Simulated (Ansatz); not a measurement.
# (ZnSe)2(BeTe)1 [001] superlattice, started as zinc blende: from the cell to its phonons

The cell of (ZnSe)2(BeTe)1 [001] superlattice, started as zinc blende is at rest. What are its phonons?

Main program and level: Ansatz 0.2.0; DFT PBE, scalar-relativistic, plane waves, PAW.

The structure was built from a prototype and need not be the compound's stable phase.

### Step 1. Set-up

Symmetry: Imm2, No. 44, orthorhombic system. The conventional cell has a = 4.014 Å, b = 4.037 Å, c = 17.217 Å, α = 90.00°, β = 90.00°, γ = 90.00°. Nearest to Be lie 2 Se at 2.33 Å and 2 Te at 2.45 Å. Nearest to Se lie 4 Zn at 2.48 Å. Se has 2 Be at 2.33 Å and 2 Zn at 2.49 Å nearest. Nearest to Te lie 2 Be at 2.45 Å and 2 Zn at 2.62 Å. Nearest to Zn lie 2 Se at 2.48 Å and 2 Te at 2.62 Å. Nearest to Zn lie 4 Se at 2.48 to 2.49 Å. Farther neighbours and most contacts between anions are not listed.

### Step 2. Modes at Γ

The cell comes from relaxations at this level that are not shown. The zone centre is the only wavevector solved here; it holds the modes that light can see, as far as symmetry allows. No field response is asked.

Contents of input.yaml:

```yaml
crystal:
  lattice:
    - [2.8543723049, 2.8543723049, 0.0]
    - [-2.8385553769, 2.8385553769, 0.0]
    - [2.8464638409, 0.007908464, 8.6083080348]
  atoms:
    - { symbol: Be, position: [0.6748361077, 0.3251638923, 0.6503277846] }
    - { symbol: Se, position: [0.4126811844, 0.0873188156, 0.1746376313] }
    - { symbol: Se, position: [0.743750737, 0.756249263, 0.512498526] }
    - { symbol: Te, position: [0.094148181, 0.405851819, 0.811703638] }
    - { symbol: Zn, position: [-0.0037028588, 0.0037028588, 0.0074057176] }
    - { symbol: Zn, position: [0.3282866487, 0.6717133513, 0.3434267026] }
kpoints:
  mp_grid: { grid: [8, 8, 8] }
hamiltonian:
  xc: pbe
scf:
  occupations: { method: fixed }
output:
  eigenvalues: true
phonons:
  method: dfpt
```

Run with:

```bash
$ ansatz run input.yaml --threads 8 --pin off --max-ram 14336MiB --backend cpu --events-out ev --progress --plain --runs-dir out
```

Numbers of over 12 decimals in the logs are rounded to 6 here.

The log of the run:

```text
Warning: crystal.symmetry: narrowed to the stabiliser of the run's FFT grids — unitary ops 4 → 1. A phonons.method: dfpt run fills in the rows of the dynamical matrix that it does not solve by its symmetry operations, which is exact only for operations that map its FFT grids onto themselves: filled in by any other, the frequencies could depend on the order in which like atoms are typed, or, by more than the grids' own error, on where the crystal sits among the grids' points. Excluded: 3 operations. The run can therefore solve more perturbations, solve them on more k-points, or both, and cost more. [rest of the remark cut]
Engine: ansatz 0.2.0, aarch64-unknown-linux-gnu
Pseudopotentials: kind: paw
Pseudopotential: Be, paw, valence charge 2, recommended cutoff 420 eV (normal), Be.paw.azcp
Pseudopotential: Se, paw, valence charge 16, recommended cutoff 420 eV (normal), Se.paw.azcp
Pseudopotential: Te, paw, valence charge 16, recommended cutoff 420 eV (normal), Te.paw.azcp
Pseudopotential: Zn, paw, valence charge 12, recommended cutoff 420 eV (normal), Zn.paw.azcp
Functional definition: PBE
  parameter kappa = 0.804
  parameter beta = 0.066725
  exchange = pbe_x(kappa = kappa, mu = beta*pi^2/3)
  correlation = pbe_c(beta = beta)
Crystal: 6 atoms, lattice volume = 139.494 Å³
Basis set: ecut = 420 eV, 2737 PW (Γ), exchange–correlation on 54×54×128 points (8 copies of the dense FFT grid, shifted against one another)
Bands: 45, of which v1, the nominal top of the filled ones, is band 37 counted from 1 (36 counted from 0)
Symmetry: 4 space group operations
k-points: 260 of 512 (irreducible under 1 space group operation, time reversal used)
Non-local potential: Be, projectors of the file, l = 0: 2, l = 1: 2, l = 2: 1
Non-local potential: Se, projectors of the file, l = 0: 2, l = 1: 2, l = 2: 3, l = 3: 1
Non-local potential: Te, projectors of the file, l = 0: 2, l = 1: 2, l = 2: 2, l = 3: 2
Non-local potential: Zn, projectors of the file, l = 0: 2, l = 1: 2, l = 2: 3, l = 3: 1
PAW form: soft (Blöchl's): semilocal exchange-correlation on the pseudo side does not see the compensation charge
PAW one-centre angular grid: Be, 110 points (default); XC on 64 Gauss nodes
PAW one-centre angular grid: Se, 590 points (default); XC on 64 Gauss nodes
PAW one-centre angular grid: Te, 590 points (default); XC on 64 Gauss nodes
PAW one-centre angular grid: Zn, 590 points (default); XC on 64 Gauss nodes
Initial density: superposition of atomic densities (neutral atoms: chi_scale 0, normalization atom), corrected by the library's trained network
Initial wavefunctions: pseudopotential atomic-orbital guess
Functional: x = pbe(κ = 0.804, μ = 0.219515), c = pbe(β = 0.066725)
SCF iter   1: F=—  HF=-24652.484372 eV  |F-HF|=—  |Δ(HF+E_count)|=         —  Δρ=8.70e-4  dr2=2.63e-3  ethr=1.77e-3  ⟨swp⟩=5.7  Hψ=43380  notcnv=0  defer=1493
preconditioner: auto → Resta (q_TF=auto, 2.455 Å⁻¹)  ε∞=5.0  [insulator: Δε(μ)=1.380 eV  Ē_g=10.415 eV  n_scr=42 (ndim 8)  ℏωp=20.9 eV  f_vac=0.076  ε∞_Penn≈5.0]
SCF iter   2: F=—  HF=-24652.483862 eV  |F-HF|=—  |Δ(HF+E_count)|=   5.10e-4  Δρ=5.28e-4  dr2=1.23e-3  ethr=3.55e-6  ⟨swp⟩=2.6  Hψ=21504  notcnv=0  defer=1560
SCF iter   3: F=—  HF=-24652.483727 eV  |F-HF|=—  |Δ(HF+E_count)|=   1.36e-4  Δρ=2.32e-4  dr2=9.93e-5  ethr=1.66e-6  ⟨swp⟩=2.2  Hψ=17733  notcnv=0  defer=1560
SCF iter   4: F=—  HF=-24652.483727 eV  |F-HF|=—  |Δ(HF+E_count)|=   1.87e-7  Δρ=1.44e-4  dr2=3.10e-5  ethr=1.34e-7  ⟨swp⟩=2.0  Hψ=20662  notcnv=0  defer=1522
SCF iter   5: F=—  HF=-24652.483724 eV  |F-HF|=—  |Δ(HF+E_count)|=   3.10e-6  Δρ=8.69e-5  dr2=1.23e-5  ethr=4.18e-8  ⟨swp⟩=2.0  Hψ=15982  notcnv=0  defer=1129
SCF iter   6: F=—  HF=-24652.483726 eV  |F-HF|=—  |Δ(HF+E_count)|=   1.87e-6  Δρ=3.05e-5  dr2=2.54e-6  ethr=1.66e-8  ⟨swp⟩=2.0  Hψ=17583  notcnv=0  defer=922
SCF iter   7: F=—  HF=-24652.483727 eV  |F-HF|=—  |Δ(HF+E_count)|=   1.55e-6  Δρ=1.10e-5  dr2=2.99e-7  ethr=3.44e-9  ⟨swp⟩=2.0  Hψ=20680  notcnv=0  defer=758
SCF iter   8: F=—  HF=-24652.483728 eV  |F-HF|=—  |Δ(HF+E_count)|=   3.70e-7  Δρ=4.83e-6  dr2=3.32e-8  ethr=4.04e-10  ⟨swp⟩=2.0  Hψ=16605  notcnv=0  defer=758
SCF iter   9: F=—  HF=-24652.483728 eV  |F-HF|=—  |Δ(HF+E_count)|=   3.30e-8  Δρ=3.55e-6  dr2=1.31e-8  ethr=4.48e-11  ⟨swp⟩=2.0  Hψ=16523  notcnv=0  defer=759
SCF iter  10: F=—  HF=-24652.483728 eV  |F-HF|=—  |Δ(HF+E_count)|=  9.31e-10  Δρ=7.14e-7  dr2=1.08e-9  ethr=1.78e-11  ⟨swp⟩=2.0  Hψ=15977  notcnv=0  defer=759
SCF iter  11: F=—  HF=-24652.483728 eV  |F-HF|=—  |Δ(HF+E_count)|=   1.46e-9  Δρ=2.77e-7  dr2=1.57e-10  ethr=1.46e-12  ⟨swp⟩=2.0  Hψ=19362  notcnv=0  defer=759
SCF iter  12: F=-24652.483728 eV  HF=-24652.483728 eV  |F-HF|=2.55e-11  |Δ(HF+E_count)|=  1.24e-10  Δρ=9.98e-8  dr2=1.79e-11  ethr=1.00e-12  ⟨swp⟩=14.2  Hψ=81454  notcnv=0
SCF 1 converged in 12 iterations: F = -24652.483728 eV  dr2 = 1.79e-11
  greatest PAW one-centre occupation: 1.000 electrons in one spin orbital (limit 2), on the Se atom at site 1 (counted from 0), in its partial waves of l = 2
DFPT response loops at Γ: preconditioner auto → Resta (q_TF=auto, 2.455 Å⁻¹)  ε∞=6.6 (no band partly filled); β = 1.00, the filter's whole step (`scf.mixing.beta` (0.50) is not read by the response loops at its default; to damp them type it under 1.00, their step now; it binds the ground state too); Broyden in place of MSR1
SCF converged after 12 iterations
Free energy (F): -24652.483728 eV
Harris-Foulkes:  -24652.483728 eV  (|F-HF|=2.55e-11)
Internal energy: -24652.483728 eV  (E = F + TS)
E sigma→0 (E₀):  -24652.483728 eV
Fermi energy:    6.927437 eV
--- Per-component energies (eV) ---
  E_band       = -1051.170953
  E_kinetic    = 697.914257
  E_local      = -10578.972847  (includes V_loc(G=0)·N_el)
  E_nonlocal   = -268.837300
  E_hartree    = 5130.587935
  E_xc         = -625.435962
  E_vxc        = -423.452451  (∫ρ·V_xc dr)
  E_paw        = -12201.295215  (= ΣΔE_a)
  E_vpaw       = -738.996338  (= ΣTr[D̂ρ^β])
  E_aug_tail   = -0.002106  (compensation charges beyond the density's cutoff)
  E_ewald      = -6806.442490
  E_smearing   = -0.000000  (= −TS)
  E_closure    = -0.000000  (closes the sum)
  Σ components = -24652.483728   (vs F -24652.483728, Δ=0.00e0)
--- Band table (eV; the first three rows and the last of 260) ---
  k-point 0: bands = [... 33 lower, 5.1729, 6.5008, 6.6558, 6.9274, 8.2945, 9.3944, 9.8945, 10.4931, ... 4 higher]
  k-point 1: bands = [... 33 lower, 5.2168, 6.2981, 6.6005, 6.8846, 8.4812, 9.3867, 9.9333, 10.4252, ... 4 higher]
  k-point 2: bands = [... 33 lower, 5.3260, 5.8549, 6.4505, 6.7754, 8.8192, 9.4373, 9.9750, 10.4173, ... 4 higher]
  k-point 259: bands = [... 33 lower, 3.9316, 4.0634, 4.4459, 4.5048, 9.3262, 9.5998, 10.7467, 10.9768, ... 4 higher]
--- Phonons (Γ-DFPT): 18 representative perturbations + reference, on 260 of 512 k-points (Σ response iterations 73) ---
  ASR residual: 1.230e-4 → 0.000e0 eV/Å²; symmetrization residual: 1.591e-6 eV/Å²
  The last average, over the group as it would stand without the narrowing to the FFT grids, took up to 1.346e-5 eV/Å² of the zone centre's force constants
  ASR residual per site (eV/Å²): 1.23e-4 4.61e-5 2.02e-5 1.83e-5 9.28e-6 3.30e-5
  Γ frequencies (cm⁻¹): 0.00 0.00 0.00 62.38 64.09 80.12 91.37 130.64 151.14 179.30 194.88 195.55 196.70 206.21 214.08 337.33 433.53 476.79
  non-analytic LO–TO correction: not included (Born effective charges unavailable; polar crystals: no LO–TO splitting at Γ)
```

Run time: 15 min. Hardware: 8 threads of Arm Neoverse N1, shared host; peak memory 5.4 GiB.

This step gave:

| Quantity | Value |
| --- | --- |
| gap on the k-mesh | 1.367 eV |
| volume per atom | 23.25 Å³ |
| sum-rule residual before enforcement | 1.23e-4 eV/Å² |
| point group | mm2 |
| highest optical mode at the zone centre (no LO-TO term) | 476.8 cm⁻¹ |
| lowest optical zone-centre mode | 62.38 cm⁻¹ |

Without the LO-TO term. Patterns of degenerate modes are one choice out of their space. Modes at Γ, with each element's share of the kinetic energy:

```tsv
mode	frequency (cm⁻¹)	symmetry	Be %	Se %	Te %	Zn %
1	0.0	acoustic	2	37	30	31
2	0.0	acoustic	2	37	30	31
3	0.0	acoustic	2	37	30	31
4	62.4	B1	0	23	26	51
5	64.1	B2	1	36	10	53
6	80.1	B2	3	13	53	31
7	91.4	B1	8	74	2	15
8	130.6	A1	0	20	51	30
9	151.1	A1	1	72	5	22
10	179.3	B1	0	4	41	55
11	194.9	B2	0	53	2	45
12	195.6	B2	0	60	0	40
13	196.7	B1	0	52	1	47
14	206.2	A1	0	48	1	52
15	214.1	A1	0	22	12	66
16	337.3	B1	90	10	0	0
17	433.5	B2	94	1	5	0
18	476.8	A1	96	2	1	0
```

Displacements in mode 4 (62.4 cm⁻¹), the largest set to 1:
```
Be1  0.05 -0.05  0.00
Se2 -0.76  0.76  0.00
Se3 -0.12  0.12  0.00
Te4  0.65 -0.65  0.00
Zn5  0.78 -0.78  0.00
Zn6 -1.00  1.00  0.00
```

Displacements in mode 14 (206.2 cm⁻¹), the largest set to 1:
```
Be1  0.00  0.00 -0.17
Se2  0.00  0.00  1.00
Se3  0.00  0.00  0.26
Te4  0.00  0.00  0.09
Zn5  0.00  0.00 -0.78
Zn6  0.00  0.00 -0.89
```

Before it was imposed, the acoustic sum rule was missed by 1.2e-4 eV/Å². Small misses are needed for a sound result but don't prove that mesh and cutoff are converged. The lowest optical mode is real, 62.4 cm⁻¹.

### Step 3. Another isotope, element Se, natural mass 78.971 amu

An isotope changes the mass and not the force constants, so no new electronic calculation is needed; the shifts show which modes move this element.

The same force constants with the mass of Se changed from 78.971 to 81.917 u (phonopy, no LO-TO term). Both lists are sorted by frequency; levels can cross, so a row need not hold one and the same mode. Modes under 3 cm⁻¹ are left out. Isotope shifts, by row:

```tsv
q	rank	natural mass (cm⁻¹)	changed mass (cm⁻¹)
0 0 0	4	62.38	62.12
0 0 0	5	64.09	63.66
0 0 0	6	80.12	79.93
0 0 0	7	91.37	90.13
0 0 0	8	130.6	130.2
0 0 0	9	151.1	149.2
0 0 0	10	179.3	179.2
0 0 0	11	194.9	193
0 0 0	12	195.6	193.5
0 0 0	13	196.7	194.8
0 0 0	14	206.2	204.4
0 0 0	15	214.1	213.2
0 0 0	16	337.3	336.8
0 0 0	17	433.5	433.5
0 0 0	18	476.8	476.6
```

A mode of this element alone would shift by -1.81 %. The highest zone-centre frequency without the field goes from 476.8 to 476.6 cm⁻¹ (-0.0 %). The product of the frequency ratios over all optical modes at Γ is 0.915; the product rule, (m/m′)^(3k/2) (M′/M)^(3/2) with k = 2 such atoms and M the mass of the cell, gives 0.915.

### Step 4. Isotope substitution, element Te, natural mass 127.6 amu

The same for Te, from 127.60 to 129.91 u.

A mode of this element alone would shift by -0.89 %. The highest zone-centre frequency without the field goes from 476.8 to 476.7 cm⁻¹ (-0.0 %). The product of the frequency ratios over all optical modes at Γ is 0.981; the product rule, (m/m′)^(3k/2) (M′/M)^(3/2) with k = 1 such atoms and M the mass of the cell, gives 0.981.

### Step 5. Isotope substitution, element Zn, natural mass 65.38 amu

The same for Zn, from 65.38 to 67.92 u.

The same force constants with the mass of Zn changed from 65.380 to 67.925 u (phonopy, no LO-TO term). Both lists are sorted by frequency; levels can cross, so a row need not hold one and the same mode. Modes under 3 cm⁻¹ are left out. Isotope shifts, by row:

```tsv
q	rank	natural mass (cm⁻¹)	changed mass (cm⁻¹)
0 0 0	4	62.38	61.76
0 0 0	5	64.09	63.44
0 0 0	6	80.12	79.65
0 0 0	7	91.37	91.1
0 0 0	8	130.6	129.9
0 0 0	9	151.1	150.5
0 0 0	10	179.3	177.4
0 0 0	11	194.9	193.2
0 0 0	12	195.6	194.1
0 0 0	13	196.7	195
0 0 0	14	206.2	204.2
0 0 0	15	214.1	211.5
0 0 0	16	337.3	337.3
0 0 0	17	433.5	433.5
0 0 0	18	476.8	476.8
```

A mode of this element alone would shift by -1.89 %. The highest zone-centre frequency without the field goes from 476.8 to 476.8 cm⁻¹ (-0.0 %). The product of the frequency ratios over all optical modes at Γ is 0.908; the product rule, (m/m′)^(3k/2) (M′/M)^(3/2) with k = 2 such atoms and M the mass of the cell, gives 0.908.

### Step 6. Results

| Property | Result |
| --- | --- |
| space group (within 0.01 Å) | Imm2 |
| volume per atom | 23.2 Å³ |
| gap on the k-mesh | 1.37 eV |
| highest optical mode at the zone centre (no LO-TO term) | 477 cm⁻¹ |
| lowest optical zone-centre mode | 62.4 cm⁻¹ |
| imaginary modes at Γ (the only wavevector solved) | none |

What this shows: The structure is stable against zone-centre distortions, since no mode there is imaginary; other wavevectors were not solved, so zone-boundary instabilities are untested. Without the field, the optical modes at Γ span 62 to 477 cm⁻¹. No dispersion was computed. The highest mode in this list at Γ, 476.8 cm⁻¹, is mostly motion of Be (96 % of the kinetic energy). Spin-orbit coupling is left out, which can matter for the heavy elements here. The starting cell was built on a prototype and not taken from a measurement, so the phase need not exist. These are harmonic frequencies at zero temperature: anharmonic shifts, linewidths and thermal expansion are left out.

[Logs are printed without paths, hosts, clocks, repeated set-up lines and the standing remarks that a program may print on its own settings, such as how far it seeks lower states.]

[Hosts, paths, dates, database ids (printed as entryN), source tags and the programs' standing remarks are cut or masked in the printed files.]
